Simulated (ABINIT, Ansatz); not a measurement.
## A GW run on Al2O3 (Corundum) in ABINIT, with inputs changed

What do changed inputs do to GW on Al2O3 (Corundum)?

Method: PBE and many-body steps on it, plane waves, in ABINIT 10.8.3.

This is a report of a sequence of runs, with most program output left out.

### Step 1. The starting structure

Symmetry: R-3c, No. 167, trigonal system. Conventional cell: a = 4.760 Å, b = 4.760 Å, c = 12.996 Å, α = 90.00°, β = 90.00°, γ = 120.00°. Nearest to Al lie 6 O at 1.85 to 1.97 Å. Nearest to O lie 4 Al at 1.85 to 1.97 Å. Farther neighbours and most contacts between anions are not listed.

The cell and positions come from the Crystallography Open Database and are kept as given unless a step says otherwise.

### Step 2. Screening, 2×2×2 mesh, 80 bands, screening to 114.3 eV

This step: ABINIT 10.8.3; RPA screening on PBE, plane waves, norm-conserving pseudopotentials.

The RPA dielectric matrix is built and inverted for each q.

run.abi

```
acell 3*1.0 Angstrom
rprim 
  2.380249999995 1.374237978213 4.331866666707
  -2.380249999995 1.374237978213 4.331866666707
  -0.000000000000 -2.748475956495 4.331866666685
ntypat 2
znucl 13 8
natom 10
typat 1 1 1 1 2 2 2 2 2 2
xred 
  0.352160000000 0.352160000000 0.352160000000
  0.147840000000 0.147840000000 0.147840000000
  0.647840000000 0.647840000000 0.647840000000
  0.852160000000 0.852160000000 0.852160000000
  0.556680000000 0.943320000000 0.250000000000
  0.250000000000 0.556680000000 0.943320000000
  0.943320000000 0.250000000000 0.556680000000
  0.443320000000 0.056680000000 0.750000000000
  0.750000000000 0.443320000000 0.056680000000
  0.056680000000 0.750000000000 0.443320000000
pp_dirpath "pseudos"
pseudos "Al.upf, O.upf"
ecut 36
ngkpt 2 2 2
nshiftk 1
shiftk 0 0 0
kptopt 1
chksymbreak 0
istwfk *1
occopt 1
irdwfk 1
optdriver 3
nband 80
ecuteps 4.2
inclvkb 2
awtr 1
symchi 1
indata_prefix "in"
outdata_prefix "out"
tmpdata_prefix "tmp"
```

The run is started by

```sh
OMP_NUM_THREADS=1 mpirun -n 4 abinit run.abi > log
```

Run time: 15 s. Hardware: 4 MPI ranks of Arm Neoverse V2, shared host; peak memory 0.9 GiB; 58 s of CPU time.

This step gave:

- ε∞ with local fields, on this mesh, along the program's q direction: 3.098
- the same without local fields: 3.286
- plasma frequency: 27.90 eV
- plane waves in the screening matrix: 235

Local fields lower ε∞ by 6 %. On a Γ-centred mesh this coarse the value itself is usually too large, while a short band sum pulls it down.

### Step 3. Base

The self-energy is evaluated for the states that the input lists, and the levels follow from it, in one-shot runs by the linearised quasiparticle equation.

This step: G0W0 on PBE, plane waves, norm-conserving pseudopotentials.

run.abi: that of step 2 with these lines changed.

```diff
@@ -31,8 +31,15 @@
 irdwfk 1
-optdriver 3
+optdriver 4
 nband 80
+gwcalctyp 0
+ecutsigx 36
+symsigma 1
+nkptgw 1
+kptgw 
+  0.0000000000 0.0000000000 0.0000000000
+bdgw 
+  22 26
 ecuteps 4.2
-inclvkb 2
-awtr 1
-symchi 1
+irdscr 1
+ppmodel 1
 indata_prefix "in"
```

The job ended after 3.3 s (4 MPI ranks; peak memory 0.66 GiB; 13 s of CPU time).

Numbers from this step:

```yaml
g0w0_gap_on_the_points_computed: 8.379 eV
starting_gap_on_the_mesh: 6.266 eV
k_of_the_valence_top: 0, 0, 0
k_of_the_conduction_bottom: 0, 0, 0
z_at_the_valence_top: 0.825
z_at_the_conduction_bottom: 0.861
least_direct_g0w0_gap_on_the_computed_points: 8.379 eV
```

The gap on the mesh goes from 6.27 eV to 8.38 eV, a correction of +2.11 eV.

### Step 4. Scissors in G

run.abi: that of step 3 with these lines changed.

```diff
@@ -44,2 +44,3 @@
 ppmodel 1
+mbpt_sciss 1.0 eV
 indata_prefix "in"
```

Elapsed: 3.4 s, on 4 MPI ranks; peak memory 0.66 GiB.

This step gave:

- G0W0 gap on the points computed: 8.476 eV
- starting gap on the mesh: 6.266 eV
- k of the valence top: 0, 0, 0
- k of the conduction bottom: 0, 0, 0
- Z at the valence top: 0.826
- Z at the conduction bottom: 0.862
- least direct G0W0 gap on the computed points: 8.476 eV

### Step 5. Exchange cutoff of one hartree

run.abi: that of step 4 with these lines changed.

```diff
@@ -34,3 +34,3 @@
 gwcalctyp 0
-ecutsigx 36
+ecutsigx 1
 symsigma 1
@@ -44,3 +44,2 @@
 ppmodel 1
-mbpt_sciss 1.0 eV
 indata_prefix "in"
```

Elapsed: 2.2 s, on 4 MPI ranks; peak memory 0.16 GiB; 8.3 s of CPU time.

The run ended normally, though the input holds a fault or crude settings.

The fault put into this input: exchange cutoff of one hartree. It printed a gap of 6.05 eV, an artefact of the input.

### Step 6. The runs together

Times are wall times on 4 MPI ranks of Arm Neoverse V2, shared host, good to a factor of about two. A run's time includes the screening step that it read.

```csv
run,mesh,bands,screening cutoff (eV),DFT gap (eV),gap on the mesh (eV),direct (eV),ε∞ used,time
base,2×2×2,80,114.3,6.266,8.379,8.379,3.10,18 s
scissors in G,2×2×2,80,114.3,6.266,8.476,8.476,3.10,18 s
```

### Step 7. Outcome

| Property | Result |
| --- | --- |
| base | 8.379 eV |
| scissors in G | 8.476 eV |
| known limits | not at the basis limit; coarse k mesh |

What this shows: Scissors in G: +0.097 eV against base (keys changed: mbpt_sciss). Bands and cutoff are finite, so the gap is not at the basis limit. The miss can reach some tenths of an eV and take either sign; the mesh is an error of its own. In the first G0W0 run levels were corrected at 1 k point alone, so a gap called «on the mesh» is the least over those, and an edge elsewhere would be missed. The 2×2×2 mesh is coarse for this cell, which bears on the long-range parts of exchange and screening.

[Paths, hosts, dates, memory and timing lines, banners, echoed tables and standing remarks are left out of the program output.]

[Logs are printed without paths, hosts, clocks, repeated set-up lines and the standing remarks that a program may print on its own settings, such as how far it seeks lower states.]

[Runs of the session that timed out or met a known fault of the program may be left out.]

[No measured gap is set beside runs whose start may be inverted or whose files or cutoffs have a known fault.]

[Hosts, paths, dates, database ids (printed as entryN), source tags and the programs' standing remarks are cut or masked in the printed files.]

[G0W0 gaps are taken among the corrected bands and points alone; a level outside them can change the order at an edge.]

[Where Ansatz stands beside ABINIT at settings called matched, ABINIT's density can come from a denser mesh and the files from another edition; pairs whose starting gaps differed by over 0.03 eV were left out, so agreement reads better than it is.]
